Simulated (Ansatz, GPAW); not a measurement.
## Sr3SnP (model structure): optical spectrum from first principles

Aim: the dielectric function of Sr3SnP (model structure), and the optical constants that follow from it. The cell was made here by substitution or stacking, whether or not such a phase is known. It was built so: All Ca replaced by Sr and N replaced by P in the Pm-3m structure of Ca3SnN. The cell is first relaxed with Ansatz.

Method: DFT, PBE, plane-wave PAW (GPAW data sets), scalar-relativistic, RPA, optical limit, in GPAW 26.7.0.

## (1) Set-up

The structure is cubic, space group Pm-3m (No. 221). The conventional cell has a = 5.507 Å, b = 5.507 Å, c = 5.507 Å, α = 90.00°, β = 90.00°, γ = 90.00°. Nearest to Sn lie 6 Sr at 2.75 Å. Sr has 2 Sn at 2.75 Å and 8 Sr at 3.89 Å and 4 P at 3.89 Å nearest. P has 12 Sr at 3.89 Å nearest. All Ca replaced by Sr and N replaced by P in the Pm-3m structure of Ca3SnN. Farther neighbours are not listed.

## (2) Relaxation

Spectra hang on bond lengths, so the cell is first brought to its minimum.

This step: DFT, PBE, plane-wave PAW, default files, scalar-relativistic, relaxation (Ansatz 0.2.0).

The input, input.yaml:

```yaml
crystal:
  lattice:
    - [5.50694878, 0.0, 0.0]
    - [0.0, 5.50694878, 0.0]
    - [0.0, 0.0, 5.50694878]
  atoms:
    - { symbol: Sn, position: [0.5, 0.5, 0.5] }
    - { symbol: Sr, position: [0.5, 0.5, 0.0] }
    - { symbol: Sr, position: [0.5, 0.0, 0.5] }
    - { symbol: Sr, position: [0.0, 0.5, 0.5] }
    - { symbol: P, position: [0.0, 0.0, 0.0] }
kpoints:
  mp_grid: { grid: [4, 4, 4] }
scf:
  occupations: { method: fermi_dirac, width: 0.05 }
hamiltonian:
  xc: pbe
output:
  forces: true
  stress: true
relax:
  f_tol: 0.02
  max_steps: 50
  cell: {}
```

Launch:

```bash
> ansatz run input.yaml --threads 1 --pin off --max-ram 4096MiB --backend cpu --events-out ev --progress --plain --runs-dir out
```

Numbers of over 12 decimals in the logs are rounded to 6 here.

What it wrote:

```text
Engine: ansatz 0.2.0, aarch64-unknown-linux-gnu
Pseudopotentials: kind: paw
Pseudopotential: Sn, paw, valence charge 14, recommended cutoff 420 eV (normal), Sn.paw.azcp
Pseudopotential: Sr, paw, valence charge 10, recommended cutoff 420 eV (normal), Sr.paw.azcp
Pseudopotential: P, paw, valence charge 5, recommended cutoff 420 eV (normal), P.paw.azcp
Functional definition: PBE
  parameter kappa = 0.804
  parameter beta = 0.066725
  exchange = pbe_x(kappa = kappa, mu = beta*pi^2/3)
  correlation = pbe_c(beta = beta)
Crystal: 5 atoms, lattice volume = 167.006 Å³
Basis set: ecut = 420 eV, 3239 PW (Γ), exchange–correlation on 80×80×80 points (8 copies of the dense FFT grid, shifted against one another)
Bands: 30, of which v1, the nominal top of the filled ones, is band 25 counted from 1 (24 counted from 0)
Symmetry: 48 space group operations
Space group: Pm-3m (ITA 221), of the structure as read, at distance tolerance 5.5e-5 Å
k-points: 10 of 64
Non-local potential: Sn, projectors of the file, l = 0: 2, l = 1: 2, l = 2: 2, l = 3: 2
Non-local potential: Sr, projectors of the file, l = 0: 3, l = 1: 2, l = 2: 2
Non-local potential: P, projectors of the file, l = 0: 2, l = 1: 2, l = 2: 2
PAW form: soft (Blöchl's): semilocal exchange-correlation on the pseudo side does not see the compensation charge
PAW one-centre angular grid: Sn, 590 points (default); XC on 64 Gauss nodes
PAW one-centre angular grid: Sr, 110 points (default); XC on 64 Gauss nodes
PAW one-centre angular grid: P, 110 points (default); XC on 64 Gauss nodes
Initial density: superposition of atomic densities (neutral atoms: chi_scale 0, normalization atom), corrected by the library's trained network
Initial wavefunctions: pseudopotential atomic-orbital guess
Functional: x = pbe(κ = 0.804, μ = 0.219515), c = pbe(β = 0.066725)
SCF iter   1: F=—  HF=-17410.730542 eV  |F-HF|=—  |Δ(HF+E_count)|=         —  Δρ=2.20e-3  dr2=2.86e-2  ethr=1.77e-3  ⟨swp⟩=11.3  Hψ=1974  notcnv=0
preconditioner: auto → Kerker (q_TF=auto, 2.224 Å⁻¹)  [metal: Δε(μ)=0.029 eV  Ē_g=4.838 eV  σ=0.050 eV  W_gap=0.14  n_scr=26 (ndim 8)  ℏωp=11.1 eV  f_vac=0.000  D(μ)=4.54/eV (n_scr^D=26)]
SCF iter   2: F=—  HF=-17410.725829 eV  |F-HF|=—  |Δ(HF+E_count)|=   4.71e-3  Δρ=1.02e-3  dr2=5.41e-3  ethr=5.83e-5  ⟨swp⟩=2.1  Hψ=463  notcnv=0  defer=4
SCF iter   3: F=—  HF=-17410.724949 eV  |F-HF|=—  |Δ(HF+E_count)|=   8.80e-4  Δρ=3.71e-4  dr2=4.10e-4  ethr=1.10e-5  ⟨swp⟩=2.0  Hψ=347  notcnv=0  defer=4
SCF iter   4: F=—  HF=-17410.724920 eV  |F-HF|=—  |Δ(HF+E_count)|=   2.90e-5  Δρ=7.48e-5  dr2=3.21e-5  ethr=8.38e-7  ⟨swp⟩=2.3  Hψ=392  notcnv=0  defer=5
SCF iter   5: F=—  HF=-17410.724883 eV  |F-HF|=—  |Δ(HF+E_count)|=   3.73e-5  Δρ=3.49e-5  dr2=2.94e-6  ethr=6.56e-8  ⟨swp⟩=2.1  Hψ=365  notcnv=0  defer=5
SCF iter   6: F=—  HF=-17410.724883 eV  |F-HF|=—  |Δ(HF+E_count)|=   1.92e-7  Δρ=1.10e-5  dr2=3.55e-7  ethr=6.00e-9  ⟨swp⟩=2.0  Hψ=514  notcnv=0  defer=5
SCF iter   7: F=-17410.724882 eV  HF=-17410.724882 eV  |F-HF|=5.70e-9  |Δ(HF+E_count)|=   2.38e-8  Δρ=2.80e-6  dr2=3.15e-8  ethr=2.04e-10  ⟨swp⟩=6.0  Hψ=1169  notcnv=0
SCF 1 converged in 7 iterations: F = -17410.724882 eV  dr2 = 3.15e-8
  greatest PAW one-centre occupation: 0.989 electrons in one spin orbital (limit 2), on the Sn atom at site 0 (counted from 0), in its partial waves of l = 2
relax step   1: F+E_penalty+E_count = -17410.72488248 eV  Δ(F+E_penalty+E_count) = +0.000e0 eV  max|allowed force component| = 4.957e-30 eV/Å  Δτ_max = 0.0000 Å  P = +12.053 GPa  Ω = 167.006 Å³  (7 SCF iters, dr2 threshold 1.00e-7 eV, accepted)
Crystal: 5 atoms, lattice volume = 192.641 Å³
Basis set: ecut = 420 eV, 3791 PW (Γ), exchange–correlation on 80×80×80 points (8 copies of the dense FFT grid, shifted against one another)
Initial density: handed on by an earlier stage of this run
Initial wavefunctions: those handed on with the density
iter 1 solved again at ethr=7.32e-4 eV; its pass at ethr=3.10e-3 eV (dr2=3.59e-1 eV) is discarded
SCF iter   1: F=—  HF=-17412.094473 eV  |F-HF|=—  |Δ(HF+E_count)|=         —  Δρ=6.64e-3  dr2=3.56e-1  ethr=7.32e-4  ⟨swp⟩=1.1  Hψ=1979  notcnv=0
preconditioner: auto → Kerker (q_TF=auto, 2.172 Å⁻¹)  [metal: Δε(μ)=0.027 eV  Ē_g=4.760 eV  σ=0.050 eV  W_gap=0.13  n_scr=26 (ndim 8)  ℏωp=10.4 eV  f_vac=0.000  D(μ)=4.61/eV (n_scr^D=26)]
SCF iter   2: F=—  HF=-17412.049340 eV  |F-HF|=—  |Δ(HF+E_count)|=   4.51e-2  Δρ=2.67e-3  dr2=4.15e-2  ethr=7.27e-4  ⟨swp⟩=2.4  Hψ=367  notcnv=0
SCF iter   3: F=—  HF=-17412.044295 eV  |F-HF|=—  |Δ(HF+E_count)|=   5.05e-3  Δρ=1.45e-3  dr2=1.25e-2  ethr=8.46e-5  ⟨swp⟩=2.0  Hψ=409  notcnv=0  defer=1
SCF iter   4: F=—  HF=-17412.043202 eV  |F-HF|=—  |Δ(HF+E_count)|=   1.09e-3  Δρ=4.30e-4  dr2=8.68e-4  ethr=2.56e-5  ⟨swp⟩=2.0  Hψ=379  notcnv=0  defer=1
SCF iter   5: F=—  HF=-17412.043392 eV  |F-HF|=—  |Δ(HF+E_count)|=   1.90e-4  Δρ=1.69e-4  dr2=8.43e-5  ethr=1.77e-6  ⟨swp⟩=3.0  Hψ=573  notcnv=0  defer=1
SCF iter   6: F=—  HF=-17412.043362 eV  |F-HF|=—  |Δ(HF+E_count)|=   2.99e-5  Δρ=6.58e-5  dr2=1.25e-5  ethr=1.72e-7  ⟨swp⟩=2.1  Hψ=510  notcnv=0  defer=1
SCF iter   7: F=—  HF=-17412.043371 eV  |F-HF|=—  |Δ(HF+E_count)|=   8.61e-6  Δρ=1.89e-5  dr2=1.20e-6  ethr=2.55e-8  ⟨swp⟩=2.0  Hψ=511  notcnv=0  defer=1
SCF iter   8: F=-17412.043372 eV  HF=-17412.043372 eV  |F-HF|=2.97e-8  |Δ(HF+E_count)|=   6.67e-7  Δρ=4.90e-6  dr2=1.01e-7  ethr=1.02e-9  ⟨swp⟩=6.0  Hψ=1079  notcnv=0
SCF 2 converged in 8 iterations: F = -17412.043372 eV  dr2 = 1.01e-7
relax step   2: F+E_penalty+E_count = -17412.04337153 eV  Δ(F+E_penalty+E_count) = -1.318e0 eV  max|allowed force component| = 1.007e-29 eV/Å  Δτ_max = 0.0000 Å  P = +5.130 GPa  Ω = 192.641 Å³  energy of the carried Pulay correction = -1.513e-3 eV  (8 SCF iters, dr2 threshold 5.00e-7 eV, accepted)
Crystal: 5 atoms, lattice volume = 217.270 Å³
Basis set: ecut = 420 eV, 4169 PW (Γ), exchange–correlation on 80×80×80 points (8 copies of the dense FFT grid, shifted against one another)
iter 1 solved again at ethr=6.55e-4 eV; its pass at ethr=3.10e-3 eV (dr2=3.21e-1 eV) is discarded
SCF iter   1: F=—  HF=-17412.550602 eV  |F-HF|=—  |Δ(HF+E_count)|=         —  Δρ=5.56e-3  dr2=3.19e-1  ethr=6.55e-4  ⟨swp⟩=1.1  Hψ=1955  notcnv=0
preconditioner: auto → Kerker (q_TF=auto, 2.129 Å⁻¹)  [metal: Δε(μ)=0.073 eV  Ē_g=4.576 eV  σ=0.050 eV  W_gap=0.34  n_scr=32 (ndim 8)  ℏωp=9.8 eV  f_vac=0.000  D(μ)=4.43/eV (n_scr^D=26)]
SCF iter   2: F=—  HF=-17412.515200 eV  |F-HF|=—  |Δ(HF+E_count)|=   3.54e-2  Δρ=1.95e-3  dr2=2.07e-2  ethr=6.51e-4  ⟨swp⟩=2.9  Hψ=374  notcnv=0
SCF iter   3: F=—  HF=-17412.513048 eV  |F-HF|=—  |Δ(HF+E_count)|=   2.15e-3  Δρ=1.23e-3  dr2=1.04e-2  ethr=4.23e-5  ⟨swp⟩=2.1  Hψ=425  notcnv=0  defer=2
SCF iter   4: F=—  HF=-17412.512255 eV  |F-HF|=—  |Δ(HF+E_count)|=   7.92e-4  Δρ=3.67e-4  dr2=7.54e-4  ethr=2.13e-5  ⟨swp⟩=2.1  Hψ=384  notcnv=0  defer=2
SCF iter   5: F=—  HF=-17412.512433 eV  |F-HF|=—  |Δ(HF+E_count)|=   1.78e-4  Δρ=1.56e-4  dr2=9.54e-5  ethr=1.54e-6  ⟨swp⟩=3.0  Hψ=551  notcnv=0  defer=2
SCF iter   6: F=—  HF=-17412.512525 eV  |F-HF|=—  |Δ(HF+E_count)|=   9.22e-5  Δρ=5.50e-5  dr2=1.15e-5  ethr=1.95e-7  ⟨swp⟩=2.1  Hψ=509  notcnv=0  defer=2
SCF iter   7: F=—  HF=-17412.512533 eV  |F-HF|=—  |Δ(HF+E_count)|=   8.27e-6  Δρ=1.67e-5  dr2=1.47e-6  ethr=2.36e-8  ⟨swp⟩=2.0  Hψ=496  notcnv=0  defer=2
SCF iter   8: F=-17412.512534 eV  HF=-17412.512534 eV  |F-HF|=4.66e-8  |Δ(HF+E_count)|=   7.89e-7  Δρ=4.16e-6  dr2=1.04e-7  ethr=1.02e-9  ⟨swp⟩=6.0  Hψ=1080  notcnv=0
SCF 3 converged in 8 iterations: F = -17412.512534 eV  dr2 = 1.04e-7
relax step   3: F+E_penalty+E_count = -17412.51253388 eV  Δ(F+E_penalty+E_count) = -4.692e-1 eV  max|allowed force component| = 3.287e-30 eV/Å  Δτ_max = 0.0000 Å  P = +1.319 GPa  Ω = 217.270 Å³  energy of the carried Pulay correction = -2.779e-3 eV  (8 SCF iters, dr2 threshold 5.00e-7 eV, accepted)
[...]
relax step   4: F+E_penalty+E_count = -17412.55974849 eV  Δ(F+E_penalty+E_count) = -4.721e-2 eV  max|allowed force component| = 1.345e-29 eV/Å  Δτ_max = 0.0000 Å  P = +0.239 GPa  Ω = 227.310 Å³  energy of the carried Pulay correction = -3.250e-3 eV  (7 SCF iters, dr2 threshold 5.00e-7 eV, accepted)
[...]
relax step   5: F+E_penalty+E_count = -17412.56149688 eV  Δ(F+E_penalty+E_count) = -1.748e-3 eV  max|allowed force component| = 4.280e-30 eV/Å  Δτ_max = 0.0000 Å  P = +0.000 GPa  Ω = 229.827 Å³  energy of the carried Pulay correction = -3.364e-3 eV  (6 SCF iters, dr2 threshold 1.43e-7 eV, accepted)
[...]
relax step   6: F+E_penalty+E_count = -17412.57498333 eV  Δ(F+E_penalty+E_count) = -1.349e-2 eV  max|allowed force component| = 6.653e-30 eV/Å  Δτ_max = 0.0000 Å  P = +0.089 GPa  Ω = 229.827 Å³  stress off target by 8.87e-2 GPa  SCF on the basis re-selected at this cell (its energy is not comparable with the rows above)  (8 SCF iters)
[...]
relax step   7: F+E_penalty+E_count = -17412.57523480 eV  Δ(F+E_penalty+E_count) = -2.515e-4 eV  max|allowed force component| = 4.917e-30 eV/Å  Δτ_max = 0.0000 Å  P = +0.006 GPa  Ω = 230.773 Å³  energy of the carried Pulay correction = -2.583e-5 eV  (6 SCF iters, dr2 threshold 1.97e-8 eV, accepted)
iter 1 solved again at ethr=1.25e-6 eV; its pass at ethr=3.10e-3 eV (dr2=6.15e-4 eV) is discarded
SCF iter   1: F=—  HF=-17412.575330 eV  |F-HF|=—  |Δ(HF+E_count)|=         —  Δρ=4.20e-6  dr2=1.59e-7  ethr=1.25e-6  ⟨swp⟩=4.0  Hψ=2910  notcnv=0
eigensolver tolerance schedule: the retry pair's looser diagonalisation over-reported the residual by 3868.79 of it (diagonalisation noise at an unbounded share of the residual, at the tolerance the schedule requests for it); recorded, not acted on — ethr = c·dr2/N_el stays at c = 1.0e-1
preconditioner: auto → Kerker (q_TF=auto, 2.107 Å⁻¹)  [metal: Δε(μ)=0.098 eV  Ē_g=4.430 eV  σ=0.050 eV  W_gap=0.39  n_scr=32 (ndim 8)  ℏωp=9.5 eV  f_vac=0.000  D(μ)=3.57/eV (n_scr^D=18)]
SCF iter   2: F=—  HF=-17412.575247 eV  |F-HF|=—  |Δ(HF+E_count)|=   8.31e-5  Δρ=3.20e-6  dr2=1.11e-7  ethr=3.24e-10  ⟨swp⟩=4.0  Hψ=901  notcnv=0
SCF iter   3: F=—  HF=-17412.575247 eV  |F-HF|=—  |Δ(HF+E_count)|=   8.45e-9  Δρ=1.61e-6  dr2=2.31e-8  ethr=2.26e-10  ⟨swp⟩=1.8  Hψ=321  notcnv=0
SCF iter   4: F=—  HF=-17412.575247 eV  |F-HF|=—  |Δ(HF+E_count)|=   1.03e-8  Δρ=2.44e-6  dr2=6.19e-8  ethr=4.71e-11  ⟨swp⟩=2.4  Hψ=388  notcnv=0  recentre
SCF iter   5: F=—  HF=-17412.575247 eV  |F-HF|=—  |Δ(HF+E_count)|=   7.57e-9  Δρ=5.42e-7  dr2=2.04e-9  ethr=4.71e-11  ⟨swp⟩=1.9  Hψ=342  notcnv=0
SCF iter   6: F=—  HF=-17412.575247 eV  |F-HF|=—  |Δ(HF+E_count)|=   1.04e-9  Δρ=7.20e-7  dr2=4.69e-9  ethr=4.16e-12  ⟨swp⟩=2.6  Hψ=418  notcnv=0
SCF iter   7: F=—  HF=-17412.575247 eV  |F-HF|=—  |Δ(HF+E_count)|=  1.35e-10  Δρ=6.26e-7  dr2=4.36e-9  ethr=4.16e-12  ⟨swp⟩=1.1  Hψ=301  notcnv=0
SCF iter   8: F=—  HF=-17412.575247 eV  |F-HF|=—  |Δ(HF+E_count)|=  2.69e-10  Δρ=3.50e-7  dr2=1.44e-9  ethr=4.16e-12  ⟨swp⟩=1.7  Hψ=321  notcnv=0
SCF iter   9: F=-17412.575247 eV  HF=-17412.575247 eV  |F-HF|=3.64e-12  |Δ(HF+E_count)|=  1.67e-10  Δρ=4.22e-8  dr2=1.57e-11  ethr=1.00e-12  ⟨swp⟩=5.0  Hψ=1273  notcnv=0
SCF 8 converged in 9 iterations: F = -17412.575247 eV  dr2 = 1.57e-11
relax step   8: F+E_penalty+E_count = -17412.57524714 eV  Δ(F+E_penalty+E_count) = -1.233e-5 eV  max|allowed force component| = 3.708e-30 eV/Å  Δτ_max = 0.0000 Å  P = +0.006 GPa  Ω = 230.773 Å³  stress off target by 5.52e-3 GPa  SCF on the basis re-selected at this cell (its energy is not comparable with the rows above)  (9 SCF iters)
basis re-selected at this cell: Δ(F+E_penalty+E_count) = -1.233e-5 eV, ΔP = -0.000 GPa vs the last step (what re-selecting the basis moved, of the pressure what is left beyond the Pulay correction that the steps carried, after the strain that the cell walked since its last selection, with what the two solves' SCF thresholds leave and, on support functions, any second-order correction that the steps lacked; it is no m [...]
SCF converged after 9 iterations
Free energy (F): -17412.575247 eV
Harris-Foulkes:  -17412.575247 eV  (|F-HF|=3.64e-12)
Internal energy: -17412.543824 eV  (E = F + TS)
E sigma→0 (E₀):  -17412.559535 eV
Entropy (-TS):   -0.031423 eV (-6.285 meV/atom)
Fermi energy:    4.210885 eV
--- Per-component energies (eV) ---
  E_band       = -567.391725
  E_kinetic    = 984.023947
  E_local      = -4319.768717  (includes V_loc(G=0)·N_el)
  E_nonlocal   = 607.343547
  E_hartree    = 1641.262424
  E_xc         = -958.608293
  E_vxc        = -635.840026  (∫ρ·V_xc dr)
  E_paw        = -12789.891316  (= ΣΔE_a)
  E_vpaw       = -485.675452  (= ΣTr[D̂ρ^β])
  E_aug_tail   = -0.000000  (compensation charges beyond the density's cutoff)
  E_ewald      = -2576.905415
  E_smearing   = -0.031423  (= −TS)
  E_closure    = 0.000000  (closes the sum)
  Σ components = -17412.575247   (vs F -17412.575247, Δ=0.00e0)
--- Forces (eV/Å), atoms counted from 1 ---
  atom   1  Sn    -0.00000000     0.00000000     0.00000000
  atom   2  Sr     0.00000000    -0.00000000    -0.00000000
  atom   3  Sr     0.00000000     0.00000000     0.00000000
  atom   4  Sr     0.00000000    -0.00000000     0.00000000
  atom   5  P      0.00000000     0.00000000    -0.00000000
  max |Σ_I F_I| component: 2.50e-30 eV/Å
--- Stress (GPa, compression-positive) ---
        0.005523      -0.000000      -0.000000
       -0.000000       0.005523      -0.000000
       -0.000000      -0.000000       0.005523
  P = ⅓ Tr σ = 0.0055 GPa (0.055 kbar)
--- Relaxed structure (6 steps of the walk, 6 accepted, 2 SCFs on fresh bases) ---
  F+E_penalty+E_count = -17412.57524714 eV   max|allowed force component| = 3.708e-30 eV/Å   (the final SCF, on the basis selected at the relaxed cell)
  cell:  # Å, volume = 230.7728 Å³
    - [6.133780, 0, 0]
    - [0, 6.133780, 0.0]
    - [0, 0.0, 6.133780]
  atoms:
    - { symbol: Sn, position: [0.5, 0.5, 0.5] }
    - { symbol: Sr, position: [0.5, 0.5, 0] }
    - { symbol: Sr, position: [0.5, 0, 0.5] }
    - { symbol: Sr, position: [0, 0.5, 0.5] }
    - { symbol: P, position: [0, 0, 0] }
```

Elapsed: 27 s, on 1 thread of Arm Neoverse V2, shared host; peak memory 0.45 GiB.

Step by step:

```
step  energy less that of the first step (eV)  largest force component (eV/Å)  pressure (GPa)  volume (Å³)
   1                                   0.0000                          0.0000           12.05       167.01
   2                                  -1.3185                          0.0000            5.13       192.64
   3                                  -1.7877                          0.0000            1.32       217.27
   4                                  -1.8349                          0.0000            0.24       227.31
   5                                  -1.8366                          0.0000            0.00       229.83
  6*                                  -1.8501                          0.0000            0.09       229.83
   7                                  -1.8504                          0.0000            0.01       230.77
  8*                                  -1.8504                          0.0000            0.01       230.77
```

Relaxation steps marked * repeat the geometry before them on a plane-wave basis chosen anew for their cell, so energy and pressure can jump there.

The run keeps the 48 symmetry operations that it works with, so distortions that break them were not tested.

```
conventional cell, symmetrised  before  after   change
                         a (Å)   5.507  6.134  +11.4 %
                         b (Å)   5.507  6.134  +11.4 %
                         c (Å)   5.507  6.134  +11.4 %
              volume (Å³/atom)   33.40  46.15  +38.2 %
```

The relaxed structure:

```xyz
5
Lattice="6.1338 0.0000 0.0000 0.0000 6.1338 0.0000 0.0000 0.0000 6.1338" Properties=species:S:1:pos:R:3 pbc="T T T"
Sn    3.0669    3.0669    3.0669
Sr    3.0669    3.0669    0.0000
Sr    3.0669    0.0000    3.0669
Sr    0.0000    3.0669    3.0669
P     0.0000    0.0000    0.0000
```

The relaxation ends with a pressure of 0.01 GPa.

(Continued in part 2 of 3.)

[Machine, clock and banner lines and Python warnings are left out of the logs.]

[Logs are printed without paths, hosts, clocks, repeated set-up lines and the standing remarks that a program may print on its own settings, such as how far it seeks lower states.]

[Hosts, paths, dates, database ids (printed as entryN), source tags and the programs' standing remarks are cut or masked in the printed files.]
